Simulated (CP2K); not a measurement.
Two runs for the C K edge of dimethyl sulfone. Run A: CP2K XAS_TDP, all-electron GAPW, PBEh(45%), aug-cc-pVDZ, TDA, no relativity. Run B differs in one setting.

First lines with a strength over 0.0015. A:

```csv
atom,energy (eV),states,"strength, one atom"
"C1 (bonded to S and 3 H), 2 alike",284.37,1,0.0403
,284.76,1,0.0034
,285.32,1,0.0254
,285.41,1,0.0225
,286.60,1,0.0059
```

B:

```csv
atom,energy (eV),states,"strength, one atom"
"C1 (bonded to S and 3 H), 2 alike",270.43,1,0.0025
,270.52,1,0.0023
,270.57,1,0.0034
,270.93,1,0.0021
,271.15,1,0.0033
```

Q: Which was it: scalar relativity switched on, the functional, GW2X switched on, the basis?

The functional (functional from PBEh(45%) to PBE; the lines alone don't name the new value). A functional moves all lines by electronvolts and changes their spacings and strengths. Against PBEh(45%) in aug-cc-pVDZ, the leading line moves by -13.94 eV, to 270.43 eV; the strength of C1's goes from 0.0403 to 0.0025, so the two may not be the same state. The next line of C1 over the strength cut lies 0.09 eV higher, against 0.39.

[Banner, clock and machine lines of the logs are left out without a mark of their own.]

[Logs are printed without paths, hosts, clocks, repeated set-up lines and the standing remarks that a program may print on its own settings, such as how far it seeks lower states.]

[Hosts, paths, dates, database ids (printed as entryN), source tags and the programs' standing remarks are cut or masked in the printed files.]
